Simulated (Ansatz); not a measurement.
## LiSc3 (built on the sites of a database entry of LiAl3): following an unstable mode

Which phase does LiSc3 (built on the sites of a database entry of LiAl3) fall into along its unstable mode, and how much energy does it gain?

Method: DFT PBEsol, scalar-relativistic, plane waves, PAW, in Ansatz 0.2.0.

This is a report of a sequence of runs, with most program output left out.

The structure was built from a prototype and need not be the compound's stable phase.

## 1. Set-up

Symmetry: Pm-3m, No. 221, cubic system. The conventional cell has a = 4.476 Å, b = 4.476 Å, c = 4.476 Å, α = 90.00°, β = 90.00°, γ = 90.00°. Nearest to Li lie 12 Sc at 3.16 Å. Sc has 4 Li at 3.16 Å and 8 Sc at 3.16 Å nearest. Farther neighbours are not listed.

## 2. The dispersion

The cell comes from relaxations at this level that are not shown. Stability and thermal properties need the whole zone. Linear response on a 4×4×4 q mesh gives force constants as far as a supercell of that size would.

input.yaml

```yaml
crystal:
  lattice:
    - [4.4755295906, 0.0, 0.0]
    - [0.0, 4.4755295906, 0.0]
    - [0.0, 0.0, 4.4755295906]
  atoms:
    - { symbol: Li, position: [0.0, 0.0, 0.0] }
    - { symbol: Sc, position: [0.5, 0.5, 0.0] }
    - { symbol: Sc, position: [0.5, 0.0, 0.5] }
    - { symbol: Sc, position: [0.0, 0.5, 0.5] }
kpoints:
  mp_grid: { grid: [12, 12, 12] }
hamiltonian:
  xc: pbesol
scf:
  occupations: { method: methfessel_paxton, width: 0.2 }
output:
  eigenvalues: true
phonons:
  method: dfpt
  qmesh: [4, 4, 4]
  temperatures: { t_max: 1000, t_step: 50 }
  qpath:
    path:
      - [[0.0, 0.0, 0.0], [0.0, 0.5, 0.0], [0.5, 0.5, 0.0], [0.0, 0.0, 0.0], [0.5, 0.5, 0.5], [0.0, 0.5, 0.0]]
      - [[0.5, 0.5, 0.5], [0.5, 0.5, 0.0]]
    npoints: 10
```

Started as:

```bash
ansatz run input.yaml --threads 4 --pin off --max-ram 14336MiB --backend cpu --events-out ev --progress --plain --runs-dir out
```

Elapsed: 28 min, on 4 threads of Arm Neoverse V2, shared host; peak memory 8.5 GiB; 1.9 h of CPU time.

Numbers from this step:

| Quantity | Value |
| --- | --- |
| volume per atom | 22.41 Å³ |
| gap on the k-mesh | 0 eV |
| sum-rule residual before enforcement | 2.15e-5 eV/Å² |
| lowest frequency on the path | -127.3 cm⁻¹ |
| point group | m-3m |
| highest frequency on the path or at a solved wavevector | 320.2 cm⁻¹ |
| highest optical mode at the zone centre (no LO-TO term) | 320.2 cm⁻¹ |
| lowest optical zone-centre mode | 133.4 cm⁻¹ |
| lowest mode on the q mesh (acoustic modes at Γ apart) | -127.3 cm⁻¹ |

Frequencies (cm⁻¹) solved at each irreducible wavevector; negative means imaginary. Frequencies by wavevector, by row:

| q in reciprocal lattice units | star | mode 1 | mode 2 | mode 3 | mode 4 | mode 10 | mode 11 | mode 12 |
| --- | --- | --- | --- | --- | --- | --- | --- | --- |
| 0 0 0 | 1 | 0 | 0 | 0 | 133.4 | 320.2 | 320.2 | 320.2 |
| 0 0 0.25 | 6 | 49.6 | 49.6 | 64.9 | 114.2 | 318.3 | 318.3 | 319.5 |
| 0 0 -0.5 | 3 | 87.8 | 87.8 | 102.8 | 106 | 317.7 | 317.7 | 317.9 |
| 0 0.25 0.25 | 12 | -29.5 | 67 | 80.3 | 104.1 | 314.5 | 316.4 | 317.3 |
| 0 0.25 -0.5 | 12 | -36.9 | 71.3 | 90.7 | 100.7 | 312.4 | 313.7 | 314.6 |
| 0 -0.5 -0.5 | 3 | -61.1 | 93.4 | 93.4 | 101.2 | 309.8 | 310.8 | 310.8 |
| 0.25 0.25 0.25 | 8 | -35.5 | -35.5 | -19.5 | 122.3 | 309.9 | 309.9 | 312.5 |
| 0.25 0.25 -0.5 | 12 | -75.4 | -48.2 | -41.6 | 101.7 | 305.4 | 307.7 | 308.8 |
| 0.25 -0.5 -0.5 | 6 | -99.1 | -85.5 | -85.5 | 101 | 301.9 | 302 | 302 |
| -0.5 -0.5 -0.5 | 1 | -127.3 | -127.3 | -127.3 | 100.2 | 294.1 | 294.1 | 294.1 |

Interpolated from a 4×4×4 q mesh. The phonon branches at the labelled points (cm⁻¹):

| point | branch 1 | branch 2 | branch 3 | branch 4 | branch 9 | branch 10 | branch 11 | branch 12 |
| --- | --- | --- | --- | --- | --- | --- | --- | --- |
| Γ | 0 | 0 | 0 | 133 | 236 | 320 | 320 | 320 |
| halfway | 50 | 50 | 65 | 114 | 215 | 318 | 318 | 320 |
| X | 88 | 88 | 103 | 106 | 192 | 318 | 318 | 318 |
| halfway | -37 | 71 | 91 | 101 | 198 | 312 | 314 | 315 |
| M | -61 | 93 | 93 | 101 | 207 | 310 | 311 | 311 |
| halfway | -30 | 67 | 80 | 104 | 214 | 314 | 316 | 317 |
| Γ | 0 | 0 | 0 | 133 | 236 | 320 | 320 | 320 |
| halfway | -36 | -36 | -20 | 122 | 224 | 310 | 310 | 312 |
| R | -127 | -127 | -127 | 100 | 250 | 294 | 294 | 294 |
| halfway | -75 | -48 | -42 | 102 | 219 | 305 | 308 | 309 |
| X | 88 | 88 | 103 | 106 | 192 | 318 | 318 | 318 |
| jump to R | -127 | -127 | -127 | 100 | 250 | 294 | 294 | 294 |
| halfway | -99 | -86 | -86 | 101 | 231 | 302 | 302 | 302 |
| M | -61 | 93 | 93 | 101 | 207 | 310 | 311 | 311 |

Symmetry leaves 10 wavevectors to solve. The lowest mode among them, the acoustic zeros apart, lies at q = (-0.5, -0.5, -0.5) and is imaginary, 127.3i cm⁻¹, so the energy falls along it.

## 3. The mode frozen in, largest atomic shift 0 Å

The mode followed lies at q = (0.25, -0.5, -0.5) with frequency 99.1i cm⁻¹, one of the unstable modes though not the softest. At small amplitude the distorted cell has space group no. 140 by a symmetry search on the positions. The undistorted cell that holds it gives the zero of energy on the same k mesh.

System of this step: LiSc3 (built on the sites of a database entry of LiAl3). It takes space group Pm-3m (No. 221, cubic). Conventional cell: a = 4.476 Å, b = 4.476 Å, c = 4.476 Å, α = 90.00°, β = 90.00°, γ = 90.00°. Nearest to Li lie 12 Sc at 3.16 Å. Nearest to Sc lie 4 Li at 3.16 Å and 8 Sc at 3.16 Å. Sc has 8 Sc at 3.16 Å and 4 Li at 3.16 Å nearest. Farther neighbours are not listed.

input.yaml

```yaml
crystal:
  lattice:
    - [0.0, -4.4755295906, -4.4755295906]
    - [0.0, -4.4755295906, 4.4755295906]
    - [-8.9510591812, -4.4755295906, 0.0]
  atoms:
    - { symbol: Li, position: [0.0, 0.0, 0.0] }
    - { symbol: Li, position: [0.5, 0.5, 0.0] }
    - { symbol: Li, position: [0.75, 0.75, 0.5] }
    - { symbol: Li, position: [0.25, 0.25, 0.5] }
    - { symbol: Sc, position: [0.125, 0.125, 0.25] }
    - { symbol: Sc, position: [0.625, 0.625, 0.25] }
    - { symbol: Sc, position: [0.875, 0.875, 0.75] }
    - { symbol: Sc, position: [0.375, 0.375, 0.75] }
    - { symbol: Sc, position: [0.625, 0.125, 0.25] }
    - { symbol: Sc, position: [0.125, 0.625, 0.25] }
    - { symbol: Sc, position: [0.375, 0.875, 0.75] }
    - { symbol: Sc, position: [0.875, 0.375, 0.75] }
    - { symbol: Sc, position: [0.5, 0.0, 0.0] }
    - { symbol: Sc, position: [0.0, 0.5, 0.0] }
    - { symbol: Sc, position: [0.25, 0.75, 0.5] }
    - { symbol: Sc, position: [0.75, 0.25, 0.5] }
kpoints:
  mp_grid: { grid: [6, 6, 6] }
hamiltonian:
  xc: pbesol
scf:
  occupations: { method: methfessel_paxton, width: 0.2 }
output:
  forces: true
  stress: true
  eigenvalues: true
```

Wall time 9.5 s (4 threads); peak memory 1.5 GiB.

This step gave:

```yaml
pressure: -0.001622 GPa
energy_from_the_undistorted_cell: 0 meV/atom
```

The run ends at a pressure of 0.00 GPa.

## 4. The mode frozen in, largest atomic shift 0.45 Å

The atoms are moved along the unstable eigenvector, the largest shift by 0.45 Å, with the cell fixed.

input.yaml

```yaml
crystal:
  lattice:
    - [0.0, -4.4755295906, -4.4755295906]
    - [0.0, -4.4755295906, 4.4755295906]
    - [-8.9510591812, -4.4755295906, 0.0]
  atoms:
    - { symbol: Li, position: [0.0, 0.0, 0.0] }
    - { symbol: Li, position: [0.5, 0.5, 0.0] }
    - { symbol: Li, position: [0.75, 0.75, 0.5] }
    - { symbol: Li, position: [0.25, 0.25, 0.5] }
    - { symbol: Sc, position: [0.17527338, 0.17527338, 0.25] }
    - { symbol: Sc, position: [0.57472662, 0.57472662, 0.25] }
    - { symbol: Sc, position: [0.82472662, 0.82472662, 0.75] }
    - { symbol: Sc, position: [0.42527338, 0.42527338, 0.75] }
    - { symbol: Sc, position: [0.67527338, 0.07472662, 0.25] }
    - { symbol: Sc, position: [0.07472662, 0.67527338, 0.25] }
    - { symbol: Sc, position: [0.32472662, 0.92527338, 0.75] }
    - { symbol: Sc, position: [0.92527338, 0.32472662, 0.75] }
    - { symbol: Sc, position: [0.5, 0.0, 0.0] }
    - { symbol: Sc, position: [0.0, 0.5, 0.0] }
    - { symbol: Sc, position: [0.25, 0.75, 0.5] }
    - { symbol: Sc, position: [0.75, 0.25, 0.5] }
kpoints:
  mp_grid: { grid: [6, 6, 6] }
hamiltonian:
  xc: pbesol
scf:
  occupations: { method: methfessel_paxton, width: 0.2 }
output:
  forces: true
  stress: true
  eigenvalues: true
```

It took 10 s on 4 threads; peak memory 1.5 GiB; 41 s of CPU time.

Numbers from this step:

```
pressure                         : -0.7549 GPa
energy from the undistorted cell : -48.48 meV/atom
```

The energy, extrapolated to zero smearing, is -48.48 meV/atom against the undistorted cell.

The run ends at a pressure of -0.75 GPa, with forces up to 0.16 eV/Å.

## 5. Energy along the mode, all amplitudes (two of the runs are shown above)

An imaginary frequency means negative curvature, so the energy should fall and then rise again as anharmonic terms take over.

This step gave:

| Item | Value |
| --- | --- |
| depth at the lowest point sampled | 48.48 meV/atom |
| largest atomic shift at that point | 0.45 Å |

Energy from the parent against largest atomic shift:

| largest atomic shift (Å) | energy from the parent (meV/atom) |
| --- | --- |
| 0.000 | 0 |
| 0.040 | -0.683 |
| 0.080 | -2.68 |
| 0.140 | -7.84 |
| 0.220 | -17.8 |
| 0.320 | -33.0 |
| 0.450 | -48.5 |
| 0.600 | -38.8 |

Displacement at unit largest shift by atom:

| atom | x (Å) | y (Å) | z (Å) | size |
| --- | --- | --- | --- | --- |
| Li1 | 0.00 | 0.00 | 0.00 | 0.00 |
| Li2 | 0.00 | 0.00 | 0.00 | 0.00 |
| Li3 | 0.00 | 0.00 | 0.00 | 0.00 |
| Li4 | 0.00 | 0.00 | 0.00 | 0.00 |
| Sc5 | 0.00 | -1.00 | 0.00 | 1.00 |
| Sc6 | 0.00 | 1.00 | 0.00 | 1.00 |
| Sc7 | 0.00 | 1.00 | 0.00 | 1.00 |
| Sc8 | 0.00 | -1.00 | 0.00 | 1.00 |
| Sc9 | 0.00 | 0.00 | -1.00 | 1.00 |
| Sc10 | 0.00 | 0.00 | 1.00 | 1.00 |
| Sc11 | 0.00 | 0.00 | 1.00 | 1.00 |
| Sc12 | 0.00 | 0.00 | -1.00 | 1.00 |
| Sc13 | 0.00 | 0.00 | 0.00 | 0.00 |
| Sc14 | 0.00 | 0.00 | 0.00 | 0.00 |
| Sc15 | 0.00 | 0.00 | 0.00 | 0.00 |
| Sc16 | 0.00 | 0.00 | 0.00 | 0.00 |

The lowest of the steps tried is at 0.45 Å, 48.5 meV/atom below the parent; the bottom of the well need not coincide with a step.

## 6. Relaxing from the distorted cell

Starting from the lowest point found, all atoms and the cell are let go, so that strain and other modes of the same symmetry can join in.

input.yaml: that of step 4 with these lines changed.

```diff
@@ -32 +32,6 @@
   eigenvalues: true
+relax:
+  adjacent_minimum: "off"
+  f_tol: 0.002
+  max_steps: 120
+  cell: { stress_tol: 0.03 }
```

It took 83 s on 4 threads; peak memory 1.5 GiB; 5.5 min of CPU time.

Step by step:

| step | energy less that of the first step (eV) | largest force component (eV/Å) | pressure (GPa) | volume (Å³) |
| --- | --- | --- | --- | --- |
| 1 | 0.0000 | 0.1220 | -0.75 | 358.59 |
| 2 | -0.4220 | 0.0730 | 0.82 | 346.10 |
| 3 | -0.4945 | 0.0348 | 0.14 | 351.60 |
| 4 | -0.5069 | 0.0073 | -0.08 | 353.08 |
| 5 | -0.5069 | 0.0176 | 0.04 | 352.22 |
| 6 | -0.5071 | 0.0019 | -0.01 | 352.56 |
| 7* | -0.5068 | 0.0019 | -0.01 | 352.56 |

Relaxation steps marked * repeat the geometry before them on a plane-wave basis chosen anew for their cell, so energy and pressure can jump there. Relaxation step 5 was tried and not accepted.

The run keeps the 16 symmetry operations that it works with, so distortions that break them were not tested.

| conventional cell, symmetrised | before | after | change |
| --- | --- | --- | --- |
| a (Å) | 6.329 | 6.033 | -4.7 % |
| b (Å) | 6.329 | 6.033 | -4.7 % |
| c (Å) | 17.902 | 19.375 | +8.2 % |
| volume (Å³/atom) | 22.41 | 22.04 | -1.7 % |

The atoms that moved most (Å, as changes of fractional coordinates times the final cell):

| atom | dx | dy | dz | length |
| --- | --- | --- | --- | --- |
| Sc8 | 0.037 | -0.105 | 0.000 | 0.112 |
| Sc11 | 0.037 | 0.000 | 0.105 | 0.112 |
| Sc12 | 0.037 | 0.000 | -0.105 | 0.112 |
| Sc5 | -0.037 | -0.105 | 0.000 | 0.112 |
| Sc9 | -0.037 | 0.000 | -0.105 | 0.112 |
| Sc10 | -0.037 | 0.000 | 0.105 | 0.112 |
| Sc6 | -0.037 | 0.105 | 0.000 | 0.112 |
| Sc7 | 0.037 | 0.105 | 0.000 | 0.112 |

Final coordinates:

```xyz
16
Lattice="0.0000 -4.2657 -4.2657 0.0000 -4.2657 4.2657 -9.6877 -4.2657 0.0000" Properties=species:S:1:pos:R:3 pbc="T T T"
Li    0.0000    0.0000    0.0000
Li    0.0000   -4.2657    0.0000
Li   -4.8439   -8.5314    0.0000
Li   -4.8439   -4.2657    0.0000
Sc   -2.4591   -2.6671    0.0000
Sc   -2.4591   -5.8643    0.0000
Sc   -7.2286  -10.1300    0.0000
Sc   -7.2286   -6.9328    0.0000
Sc   -2.4591   -4.2657   -2.6671
Sc   -2.4591   -4.2657    2.6671
Sc   -7.2286   -8.5314    2.6671
Sc   -7.2286   -8.5314   -2.6671
Sc    0.0000   -2.1329   -2.1329
Sc    0.0000   -2.1329    2.1329
Sc   -4.8439   -6.3986    2.1329
Sc   -4.8439   -6.3986   -2.1329
```

This step gave:

| Property | Result |
| --- | --- |
| pressure | -0.007552 GPa |
| volume per atom | 22.04 Å³ |

The distorted start has space group I4/mcm; the relaxation ends in I4/mcm.

## 7. The phases reached

The phases reached along the modes that were followed are set side by side.

Energies are those of the first relaxation, on the mesh of the frozen mode; space group, volume and gap are those of the last relaxation. Phases, by row:

| mode frozen in | space group | energy from parent (meV/atom) | volume (Å³/atom) | gap on mesh (eV) | lowest zone-centre optical mode (cm⁻¹) | largest shift (Å) |
| --- | --- | --- | --- | --- | --- | --- |
| parent | Pm-3m | 0 | 22.41 | 0 | – | – |
| q = (-0.5, -0.5, -0.5), 127i cm⁻¹ | I4/mcm | -109.4 | 21.9 | 0 | 53.5 | 0.549 |
| q = (-0.5, -0.5, -0.5), 127i cm⁻¹ | R-3c | -87.33 | 21.63 | 0 | 27.1 | 0.492 |
| q = (-0.5, -0.5, -0.5), 127i cm⁻¹ | Imma | -91.39 | 21.78 | 0 | -16.2 | 0.547 |
| q = (0.25, -0.5, -0.5), 99i cm⁻¹ | I4/mcm | -80.12 | 22.04 | 0 | – | 0.536 |

## 8. What came out

```yaml
unstable_mode_of_the_parent: q = (0.25, -0.5, -0.5), 99i cm⁻¹
depth_at_the_lowest_point_sampled: 48.5 meV/atom
largest_atomic_shift_at_that_point: 0.45 Å
space_group_reached_within_0p01_a: I4/mcm
energy_gained_over_the_parent_first_relaxation_on_the_mesh_of_the_frozen_mode: 80.1 meV/atom
volume_per_atom_phase_reached: 22.0 Å³
```

**Reading.** Along this mode the structure falls into I4/mcm, 80.1 meV/atom below the parent. At the parent's cell the well is 48.48 meV/atom deep on the steps tried, with its lowest point at a shift of 0.45 Å. Relaxing atoms and cell changes the gain by +31.64 meV/atom against the lowest step (energies at zero smearing). The modes of the phase reached were not computed on this path. Of the 4 patterns followed to their end from this parent, this one ends 29.3 meV/atom above the lowest, I4/mcm. Each path keeps the symmetry of its pattern, so a lower phase may lie along a pattern not tried. With no gap, or one that is small against the smearing, the frequencies hang on the k mesh and the smearing, most of all near Kohn anomalies. The starting cell was built on a prototype and not taken from a measurement, so the phase need not exist.

[Logs are printed without paths, hosts, clocks, repeated set-up lines and the standing remarks that a program may print on its own settings, such as how far it seeks lower states.]

[Hosts, paths, dates, database ids (printed as entryN), source tags and the programs' standing remarks are cut or masked in the printed files.]
